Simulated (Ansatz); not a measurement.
# Glassy Na2Si4O9 (135 atoms) under strain

How stiff is glassy Na2Si4O9 (135 atoms), and how do its levels respond to strain?

Main program and level: Ansatz 0.2.0; Kohn-Sham DFT, PBE, PAW (set soft_2), plane waves.

## 1. The structure

The cell holds 135 atoms: 18 Na, 81 O and 36 Si. Cell: a = 12.382 Å, b = 12.382 Å, c = 12.382 Å, α = 90.0°, β = 90.0°, γ = 90.0°. 135 atoms (18 Na, 81 O, 36 Si) placed at random at 2.38 g/cm³, melted at 4500 K for 20 ps at fixed volume with the Morse and Coulomb pair potential with partial charges (Pedone, Malavasi, Menziani, Cormack and Segre, J. Phys. Chem. B 110, 11780 (2006)). Quenched from 4500 K to 300 K at 20 K/ps and fixed volume, held 5 ps. The density is a measured one.

Limits known from the start: The quench rate of 20 K/ps is many orders above laboratory rates, so the cell is likely richer in defects and strain than a real sample. The starting topology of bonds comes from the classical model, and needn't be the one that DFT or experiment would give. Sampling is at Γ alone.

## 2. Single point at the start

A single point comes first, to see the forces before anything moves.

Input file input.yaml:

```yaml
crystal:
  lattice:
    - [12.382, 0.0, 0.0]
    - [0.0, 12.382, 0.0]
    - [0.0, 0.0, 12.382]
  atoms:
    - { symbol: Na, position: [0.8446, 0.48708, 0.48938] }
    - { symbol: Na, position: [0.37369, 0.78861, 0.54999] }
    - { symbol: Na, position: [0.44119, 0.70926, 0.33421] }
    - { symbol: Na, position: [0.38933, 0.85783, 0.13131] }
    - { symbol: Na, position: [0.97561, 0.80436, 0.83476] }
    - { symbol: Na, position: [0.75254, 0.01014, 0.04639] }
    - { symbol: Na, position: [0.31871, 0.25316, 0.61756] }
    - { symbol: Na, position: [0.94528, 0.54625, 0.31435] }
    - { symbol: Na, position: [0.39354, 0.03444, 0.33746] }
    - { symbol: Na, position: [0.04776, 0.29419, 0.61615] }
    - { symbol: Na, position: [0.52393, 0.5688, 0.96307] }
    - { symbol: Na, position: [0.59683, 0.90934, 0.5059] }
    - { symbol: Na, position: [0.88368, 0.78532, 0.61355] }
    - { symbol: Na, position: [0.65805, 0.75523, 0.01951] }
    - { symbol: Na, position: [0.7669, 0.03004, 0.50652] }
    - { symbol: Na, position: [0.91297, 0.8291, 0.35915] }
    - { symbol: Na, position: [0.14125, 0.25095, 0.93029] }
    - { symbol: Na, position: [0.16725, 0.84111, 0.62164] }
    - { symbol: O, position: [0.64006, 0.29467, 0.84004] }
    - { symbol: O, position: [0.12443, 0.6127, 0.30892] }
    - { symbol: O, position: [0.16828, 0.00346, 0.82706] }
    - { symbol: O, position: [0.93945, 0.0629, 0.7293] }
    - { symbol: O, position: [0.28198, 0.69262, 0.43044] }
    - { symbol: O, position: [0.66317, 0.24775, 0.23378] }
    - { symbol: O, position: [0.95297, 0.1553, 0.53194] }
    - { symbol: O, position: [0.81504, 0.18487, 0.36552] }
    - { symbol: O, position: [0.82817, 0.70193, 0.01504] }
    - { symbol: O, position: [0.45863, 0.37975, 0.86271] }
    - { symbol: O, position: [0.53608, 0.5529, 0.54614] }
    - { symbol: O, position: [0.21502, 0.22665, 0.45924] }
    - { symbol: O, position: [0.68548, 0.24124, 0.64594] }
    - { symbol: O, position: [0.85791, 0.58061, 0.83254] }
    [... 97 atom lines left out ...]
    - { symbol: Si, position: [0.17127, 0.72296, 0.00163] }
    - { symbol: Si, position: [0.63768, 0.91274, 0.26024] }
    - { symbol: Si, position: [0.01321, 0.44218, 0.04331] }
    - { symbol: Si, position: [0.38449, 0.45609, 0.78929] }
    - { symbol: Si, position: [0.72739, 0.93509, 0.78123] }
    - { symbol: Si, position: [0.99934, 0.98885, 0.12136] }
kpoints:
  mp_grid: { grid: [1, 1, 1] }
hamiltonian:
  xc: pbe
scf:
  occupations: { method: fixed }
output:
  forces: true
```

The run is started by

```sh
$ ansatz run input.yaml --threads 4 --pin off --max-ram 8192MiB --backend cpu --events-out ev --progress --plain --runs-dir out
```

The program printed:

```text
Engine: ansatz 0.2.0, x86_64-unknown-linux-gnu
Pseudopotentials: kind: paw
Pseudopotential: Na, paw, valence charge 9, recommended cutoff 420 eV (normal), Na.paw.azcp
Pseudopotential: O, paw, valence charge 6, recommended cutoff 420 eV (normal), O.paw.azcp
Pseudopotential: Si, paw, valence charge 4, recommended cutoff 420 eV (normal), Si.paw.azcp
[... 5 lines on functional and potentials left out ...]
Crystal: 135 atoms, lattice volume = 1898.333 Å³
Basis set: ecut = 420 eV, 37193 PW (Γ), exchange–correlation on 180×180×180 points (8 copies of the dense FFT grid, shifted against one another)
Bands: 531, of which v1, the nominal top of the filled ones, is band 396 counted from 1 (395 counted from 0)
Symmetry: 1 space group operations
Space group: P1 (ITA 1), of the structure as read, at distance tolerance 1.2e-4 Å
k-points: 1
[... 7 lines on functional and potentials left out ...]
Initial density: superposition of atomic densities (neutral atoms: chi_scale 0, normalization atom), corrected by the library's trained network
Initial wavefunctions: pseudopotential atomic-orbital guess
Functional: x = pbe(κ = 0.804, μ = 0.219515), c = pbe(β = 0.066725)
SCF iter   1: F=—  HF=-95737.573115 eV  |F-HF|=—  |Δ(HF+E_count)|=         —  Δρ=2.29e-3  dr2=1.79e-1  ethr=1.77e-3  ⟨swp⟩=5.0  Hψ=1810  notcnv=0  defer=133
preconditioner: auto → Resta (q_TF=auto, 2.358 Å⁻¹)  ε∞=2.7  [insulator: Δε(μ)=2.750 eV  Ē_g=17.925 eV  n_scr=436 (ndim 8)  ℏωp=23.4 eV  f_vac=0.179  ε∞_Penn≈2.7]
SCF iter   2: F=—  HF=-95737.539097 eV  |F-HF|=—  |Δ(HF+E_count)|=   3.40e-2  Δρ=1.23e-3  dr2=4.29e-2  ethr=2.26e-5  ⟨swp⟩=2.0  Hψ=788  notcnv=0  defer=133
SCF iter   3: F=—  HF=-95737.536691 eV  |F-HF|=—  |Δ(HF+E_count)|=   2.41e-3  Δρ=5.86e-4  dr2=1.24e-2  ethr=5.42e-6  ⟨swp⟩=2.0  Hψ=655  notcnv=0  defer=122
automatic band count: iteration 3 solves 520 bands in place of 531: the levels show a gap, and the empty bands left out lie too high to hold charge; the band table lists the bands solved (type scf.n_extra_bands for more)
SCF iter   4: F=—  HF=-95737.534987 eV  |F-HF|=—  |Δ(HF+E_count)|=   1.70e-3  Δρ=2.31e-4  dr2=1.18e-3  ethr=1.57e-6  ⟨swp⟩=2.0  Hψ=752  notcnv=0  defer=122
SCF iter   5: F=—  HF=-95737.535097 eV  |F-HF|=—  |Δ(HF+E_count)|=   1.10e-4  Δρ=1.28e-4  dr2=2.77e-4  ethr=1.48e-7  ⟨swp⟩=2.0  Hψ=782  notcnv=0  defer=122
SCF iter   6: F=—  HF=-95737.535149 eV  |F-HF|=—  |Δ(HF+E_count)|=   5.21e-5  Δρ=3.33e-5  dr2=1.83e-5  ethr=3.50e-8  ⟨swp⟩=2.0  Hψ=722  notcnv=0  defer=118
SCF iter   7: F=—  HF=-95737.539422 eV  |F-HF|=—  |Δ(HF+E_count)|=   4.27e-3  Δρ=1.71e-5  dr2=4.70e-6  ethr=2.31e-9  ⟨swp⟩=2.0  Hψ=916  notcnv=0  defer=118
SCF iter   8: F=—  HF=-95737.539424 eV  |F-HF|=—  |Δ(HF+E_count)|=   2.02e-6  Δρ=5.82e-6  dr2=5.74e-7  ethr=5.94e-10  ⟨swp⟩=3.0  Hψ=659  notcnv=0  defer=118
SCF iter   9: F=-95737.539424 eV  HF=-95737.539424 eV  |F-HF|=4.11e-8  |Δ(HF+E_count)|=   2.77e-7  Δρ=2.15e-6  dr2=8.45e-8  ethr=1.26e-11  ⟨swp⟩=5.0  Hψ=1588  notcnv=0
SCF 1 converged in 9 iterations: F = -95737.539424 eV  dr2 = 8.45e-8
  greatest PAW one-centre occupation: 0.999 electrons in one spin orbital (limit 2), on the Na atom at site 4 (counted from 0), in its partial waves of l = 0
SCF converged after 9 iterations
Free energy (F): -95737.539424 eV
Harris-Foulkes:  -95737.539424 eV  (|F-HF|=4.11e-8)
Internal energy: -95737.539424 eV  (E = F + TS)
E sigma→0 (E₀):  -95737.539424 eV
Fermi energy:    4.094443 eV
--- Per-component energies (eV) ---
  E_band       = -6624.665303
  E_kinetic    = 18258.327709
  E_local      = -66848.909111  (includes V_loc(G=0)·N_el)
  E_nonlocal   = 6836.703407
  E_hartree    = 24614.754194
  E_xc         = -8739.508821
  E_vxc        = -10310.234773  (∫ρ·V_xc dr)
  E_paw        = -36080.800206  (= ΣΔE_a)
  E_vpaw       = -3790.271621  (= ΣTr[D̂ρ^β])
  E_aug_tail   = 0.206810  (compensation charges beyond the density's cutoff)
  E_ewald      = -33778.313407
  E_smearing   = -0.000000  (= −TS)
  E_closure    = -0.000000  (closes the sum)
  Σ components = -95737.539424   (vs F -95737.539424, Δ=0.00e0)
--- Forces (eV/Å), atoms counted from 1 ---
  atom   1  Na    -0.38548552     0.02403742     0.35883118
  atom   2  Na     0.05453546    -0.10933007     0.15563523
  atom   3  Na    -0.16509339     0.27665489    -0.35470689
  atom   4  Na     0.02496091    -0.06701923     0.50644638
  atom   5  Na    -0.60837834     0.28211277     0.76881087
  atom   6  Na     0.05833716    -0.15097266    -0.37978777
  atom   7  Na    -0.58266794    -0.04991072    -0.49990960
  atom   8  Na     0.14551560     0.66944997    -0.75366394
  atom   9  Na    -0.28531839    -0.59768274    -0.00055082
  atom  10  Na     0.27391668    -0.05026572    -0.24039463
  atom  11  Na     0.05558782    -0.15166764     0.59798344
  atom  12  Na    -0.28271722    -0.26841777     0.30613585
  atom  13  Na    -0.53611842     0.53736873    -0.01719492
  atom  14  Na    -0.18007653     0.23194717     0.47082393
[...]
atom 134  Si     1.51414011     1.61505888    -2.22564266
  atom 135  Si    -2.14082077    -0.56773334     0.09021673
  max |Σ_I F_I| component: 1.65e-4 eV/Å
```

The job ended after 11 s (4 threads of Intel Xeon 6975P-C (Granite Rapids), shared host; peak memory 2.7 GiB).

The column dr2 measures how far the density is from self-consistency, as an energy; F and HF (Harris–Foulkes) agree once it is small.

The r.m.s. force at the start is 1.3 eV/Å.

## 3. Cell and atoms relaxed

Cell and atoms are freed together, to release stress as well as forces.

Input file input.yaml:

```yaml
crystal:
  lattice:
    - [12.382, 0.0, 0.0]
    - [0.0, 12.382, 0.0]
    - [0.0, 0.0, 12.382]
  atoms:
    [... the 135 atom lines of step 2 ...]
kpoints:
  mp_grid: { grid: [1, 1, 1] }
hamiltonian:
  xc: pbe
scf:
  occupations: { method: fixed }
output:
  forces: true
relax:
  f_tol: 0.05
  max_steps: 150
  cell: {}
```

The program printed:

```text
[...]
Crystal: 135 atoms, lattice volume = 1898.333 Å³
Basis set: ecut = 420 eV, 37193 PW (Γ), exchange–correlation on 180×180×180 points (8 copies of the dense FFT grid, shifted against one another)
Bands: 531, of which v1, the nominal top of the filled ones, is band 396 counted from 1 (395 counted from 0)
Symmetry: 1 space group operations
[...]
k-points: 1
[...]
SCF iter   1: F=—  HF=-95737.573114 eV  |F-HF|=—  |Δ(HF+E_count)|=         —  Δρ=2.29e-3  dr2=1.79e-1  ethr=1.77e-3  ⟨swp⟩=5.0  Hψ=1810  notcnv=0  defer=133
[...]
SCF iter   9: F=-95737.539424 eV  HF=-95737.539424 eV  |F-HF|=4.12e-8  |Δ(HF+E_count)|=   2.77e-7  Δρ=2.15e-6  dr2=8.45e-8  ethr=1.26e-11  ⟨swp⟩=5.0  Hψ=1588  notcnv=0
SCF 1 converged in 9 iterations: F = -95737.539424 eV  dr2 = 8.45e-8
[...]
relax step   1: F+E_penalty+E_count = -95737.53942450 eV  Δ(F+E_penalty+E_count) = +0.000e0 eV  max|allowed force component| = 7.131e0 eV/Å  Δτ_max = 0.0000 Å  P = +3.007 GPa  Ω = 1898.333 Å³  (9 SCF iters, dr2 threshold 1.00e-7 eV, accepted)
[... from here on, the SCF cycles and remarks between the steps are left out ...]
relax step   2: F+E_penalty+E_count = -95743.09957989 eV  Δ(F+E_penalty+E_count) = -5.560e0 eV  max|allowed force component| = 3.282e0 eV/Å  Δτ_max = 0.1970 Å  P = +1.647 GPa  Ω = 1888.176 Å³  energy of the carried Pulay correction = +3.074e-2 eV  (7 SCF iters, dr2 threshold 1.35e-5 eV, accepted)
relax step   3: F+E_penalty+E_count = -95746.73954230 eV  Δ(F+E_penalty+E_count) = -3.640e0 eV  max|allowed force component| = 9.307e-1 eV/Å  Δτ_max = 0.1975 Å  P = +0.189 GPa  Ω = 1876.124 Å³  energy of the carried Pulay correction = +6.744e-2 eV  (7 SCF iters, dr2 threshold 1.35e-5 eV, accepted)
relax step   4: F+E_penalty+E_count = -95747.63677073 eV  Δ(F+E_penalty+E_count) = -8.972e-1 eV  max|allowed force component| = 4.639e-1 eV/Å  Δτ_max = 0.1917 Å  P = -0.232 GPa  Ω = 1868.716 Å³  energy of the carried Pulay correction = +9.011e-2 eV  (7 SCF iters, dr2 threshold 1.35e-5 eV, accepted)
relax step   5: F+E_penalty+E_count = -95748.03532155 eV  Δ(F+E_penalty+E_count) = -3.986e-1 eV  max|allowed force component| = 3.573e-1 eV/Å  Δτ_max = 0.2000 Å  P = -0.193 GPa  Ω = 1864.702 Å³  energy of the carried Pulay correction = +1.024e-1 eV  (7 SCF iters, dr2 threshold 1.34e-5 eV, accepted)
relax step   6: F+E_penalty+E_count = -95748.37335048 eV  Δ(F+E_penalty+E_count) = -3.380e-1 eV  max|allowed force component| = 2.413e-1 eV/Å  Δτ_max = 0.1953 Å  P = -0.078 GPa  Ω = 1858.535 Å³  energy of the carried Pulay correction = +1.214e-1 eV  (7 SCF iters, dr2 threshold 7.98e-6 eV, accepted)
relax step   7: F+E_penalty+E_count = -95748.63382172 eV  Δ(F+E_penalty+E_count) = -2.605e-1 eV  max|allowed force component| = 1.877e-1 eV/Å  Δτ_max = 0.2000 Å  P = -0.048 GPa  Ω = 1856.250 Å³  energy of the carried Pulay correction = +1.285e-1 eV  (8 SCF iters, dr2 threshold 3.64e-6 eV, accepted)
relax step   8: F+E_penalty+E_count = -95748.75946320 eV  Δ(F+E_penalty+E_count) = -1.256e-1 eV  max|allowed force component| = 9.792e-2 eV/Å  Δτ_max = 0.2000 Å  P = -0.027 GPa  Ω = 1854.297 Å³  energy of the carried Pulay correction = +1.345e-1 eV  (8 SCF iters, dr2 threshold 2.20e-6 eV, accepted)
relax step   9: F+E_penalty+E_count = -95748.79435661 eV  Δ(F+E_penalty+E_count) = -3.489e-2 eV  max|allowed force component| = 1.297e-1 eV/Å  Δτ_max = 0.2000 Å  P = -0.007 GPa  Ω = 1853.313 Å³  energy of the carried Pulay correction = +1.375e-1 eV  (8 SCF iters, dr2 threshold 5.99e-7 eV, accepted)
relax step  10: F+E_penalty+E_count = -95748.80413380 eV  Δ(F+E_penalty+E_count) = -9.777e-3 eV  max|allowed force component| = 8.782e-2 eV/Å  Δτ_max = 0.1739 Å  P = -0.021 GPa  Ω = 1855.152 Å³  energy of the carried Pulay correction = +1.319e-1 eV  (8 SCF iters, dr2 threshold 1.05e-6 eV, accepted)
relax step  11: F+E_penalty+E_count = -95748.81846445 eV  Δ(F+E_penalty+E_count) = -1.433e-2 eV  max|allowed force component| = 6.170e-2 eV/Å  Δτ_max = 0.1154 Å  P = +0.021 GPa  Ω = 1851.725 Å³  energy of the carried Pulay correction = +1.424e-1 eV  (8 SCF iters, dr2 threshold 4.82e-7 eV, accepted)
relax step  12: F+E_penalty+E_count = -95748.81649485 eV  Δ(F+E_penalty+E_count) = +1.970e-3 eV  max|allowed force component| = 3.315e-2 eV/Å  Δτ_max = 0.0791 Å  P = -0.007 GPa  Ω = 1854.094 Å³  energy of the carried Pulay correction = +1.351e-1 eV  (8 SCF iters, dr2 threshold 2.38e-7 eV, accepted)
relax step  13: F+E_penalty+E_count = -95748.71907368 eV  Δ(F+E_penalty+E_count) = +9.742e-2 eV  max|allowed force component| = 3.311e-2 eV/Å  Δτ_max = 0.0000 Å  P = -0.104 GPa  Ω = 1854.094 Å³  stress off target by 2.03e-1 GPa  SCF on the basis re-selected at this cell (its energy is not comparable with the rows above)  (7 SCF iters)
relax step  14: F+E_penalty+E_count = -95748.73334510 eV  Δ(F+E_penalty+E_count) = -1.427e-2 eV  max|allowed force component| = 1.991e-1 eV/Å  Δτ_max = 0.2000 Å  P = +0.095 GPa  Ω = 1838.909 Å³  energy of the carried Pulay correction = +4.707e-2 eV  (10 SCF iters, dr2 threshold 1.03e-7 eV, rejected (line search))
relax step  15: F+E_penalty+E_count = -95748.74226633 eV  Δ(F+E_penalty+E_count) = -2.319e-2 eV  max|allowed force component| = 7.091e-2 eV/Å  Δτ_max = 0.0583 Å  P = +0.074 GPa  Ω = 1848.183 Å³  energy of the carried Pulay correction = +1.837e-2 eV  (12 SCF iters, accepted)
relax step  16: F+E_penalty+E_count = -95748.73907783 eV  Δ(F+E_penalty+E_count) = +3.189e-3 eV  max|allowed force component| = 3.304e-2 eV/Å  Δτ_max = 0.0235 Å  P = -0.021 GPa  Ω = 1849.911 Å³  energy of the carried Pulay correction = +1.300e-2 eV  (7 SCF iters, dr2 threshold 3.14e-7 eV, accepted)
relax step  17: F+E_penalty+E_count = -95748.72383357 eV  Δ(F+E_penalty+E_count) = +1.524e-2 eV  max|allowed force component| = 3.314e-2 eV/Å  Δτ_max = 0.0000 Å  P = -0.030 GPa  Ω = 1849.911 Å³  stress off target by 5.34e-2 GPa  SCF on the basis re-selected at this cell (its energy is not comparable with the rows above)  (6 SCF iters)
relax step  18: F+E_penalty+E_count = -95748.72820509 eV  Δ(F+E_penalty+E_count) = -4.372e-3 eV  max|allowed force component| = 3.715e-2 eV/Å  Δτ_max = 0.0258 Å  P = +0.012 GPa  Ω = 1848.538 Å³  energy of the carried Pulay correction = +4.344e-3 eV  (9 SCF iters, dr2 threshold 7.14e-9 eV, accepted)
relax step  19: F+E_penalty+E_count = -95748.72625089 eV  Δ(F+E_penalty+E_count) = +1.954e-3 eV  max|allowed force component| = 3.716e-2 eV/Å  Δτ_max = 0.0000 Å  P = +0.011 GPa  Ω = 1848.538 Å³  stress off target by 1.84e-2 GPa  SCF on the basis re-selected at this cell (its energy is not comparable with the rows above)  (5 SCF iters)
[...]
SCF converged after 5 iterations
Free energy (F): -95748.726251 eV
[...]
Internal energy: -95748.726251 eV  (E = F + TS)
E sigma→0 (E₀):  -95748.726251 eV
Fermi energy:    3.694491 eV
[...]
Σ components = -95748.726251   (vs F -95748.726251, Δ=0.00e0)
--- Forces (eV/Å), atoms counted from 1 ---
  atom   1  Na    -0.00060417     0.00053757    -0.00082235
  atom   2  Na     0.00342585    -0.00330360    -0.00279651
  atom   3  Na    -0.00484684    -0.00434486    -0.00023613
  atom   4  Na     0.00604511     0.00858273    -0.00576547
[...]
atom 135  Si     0.00463656     0.00326790     0.00030998
  max |Σ_I F_I| component: 1.42e-4 eV/Å
--- Stress (GPa, compression-positive) ---
        0.016183      -0.003466      -0.002057
       -0.003464       0.012051      -0.000020
       -0.002056      -0.000020       0.005524
  P = ⅓ Tr σ = 0.0113 GPa (0.113 kbar)
--- Relaxed structure (16 steps of the walk, 15 accepted, 3 SCFs on fresh bases) ---
  F+E_penalty+E_count = -95748.72625089 eV   max|allowed force component| = 3.716e-2 eV/Å   (the final SCF, on the basis selected at the relaxed cell)
  cell:  # Å, volume = 1848.5379 Å³
    - [12.631526, 0.019138, -0.017783]
    - [0.019138, 12.128335, 0.028519]
    - [-0.017783, 0.028519, 12.066344]
  atoms:
    - { symbol: Na, position: [0.793017, 0.465440, 0.473748] }
    - { symbol: Na, position: [0.380406, 0.790258, 0.540917] }
    - { symbol: Na, position: [0.402527, 0.724147, 0.292539] }
    - { symbol: Na, position: [0.428968, 0.909456, 0.153611] }
[...]
- { symbol: Si, position: [1.004124, 0.990129, 0.118894] }
```

Elapsed: 4 min, on 4 threads; peak memory 2.7 GiB; 15 min of CPU time.

The relaxation converged after 16 steps, with a largest force component of 0.037 eV/Å.

[end of part 1 of 3]

[Long decimals in the printed logs are rounded to 6 places.]

[Logs are printed without paths, hosts, clocks, repeated set-up lines and the standing remarks that a program may print on its own settings, such as how far it seeks lower states.]

[Hosts, paths, dates, database ids (printed as entryN), source tags and the programs' standing remarks are cut or masked in the printed files.]
